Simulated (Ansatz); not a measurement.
Rows from a G0W0 calculation on Si3N4 (Fd-3m) (Ansatz 0.2.0; G0W0 on PBE, plane waves, PAW; PAW set soft_1; 4×4×4 mesh, 268 empty bands, screening to 100 eV, plasmon pole, PAW set soft_1 files), in eV. Spin-orbit coupling is left out.

```tsv
row	k	band	start	Σx	Σc at the solution	Vxc
A	Γ	v1	10.932	-22.487	3.356	-18.697
B	(0.000, 0.250, -0.250)	v2	10.104	-21.562	3.457	-17.539
C	(0.000, 0.250, -0.250)	c1	16.030	-8.279	-4.414	-13.502
D	Γ	c1	14.315	-8.582	-4.104	-13.391
E	(0.000, 0.250, -0.250)	c2	16.539	-8.668	-4.490	-14.058
F	(0.000, 0.250, -0.250)	v1	10.947	-22.346	3.363	-18.557
```

**Question.** Work out each quasiparticle level and how far it moved.

The quasiparticle equation reads E = start + Σx + Σc(E) − Vxc.

```tsv
row	E (eV)	shift (eV)
A	10.498	−0.434
B	9.538	−0.566
C	16.839	+0.809
D	15.020	+0.705
E	17.439	+0.900
F	10.522	−0.426
```

The gap over the computed points goes from 3.37 eV to 4.50 eV.

Limits: not at the basis limit.

[Paths, hosts, dates, memory and timing lines, banners, echoed tables and standing remarks are left out of the program output.]

[Logs are printed without paths, hosts, clocks, repeated set-up lines and the standing remarks that a program may print on its own settings, such as how far it seeks lower states.]

[Runs of the session that timed out or met a known fault of the program may be left out.]

[Cells called generated may have been cut or substituted from an entry of the Crystallography Open Database or the Materials Project.]

[Hosts, paths, dates, database ids (printed as entryN), source tags and the programs' standing remarks are cut or masked in the printed files.]
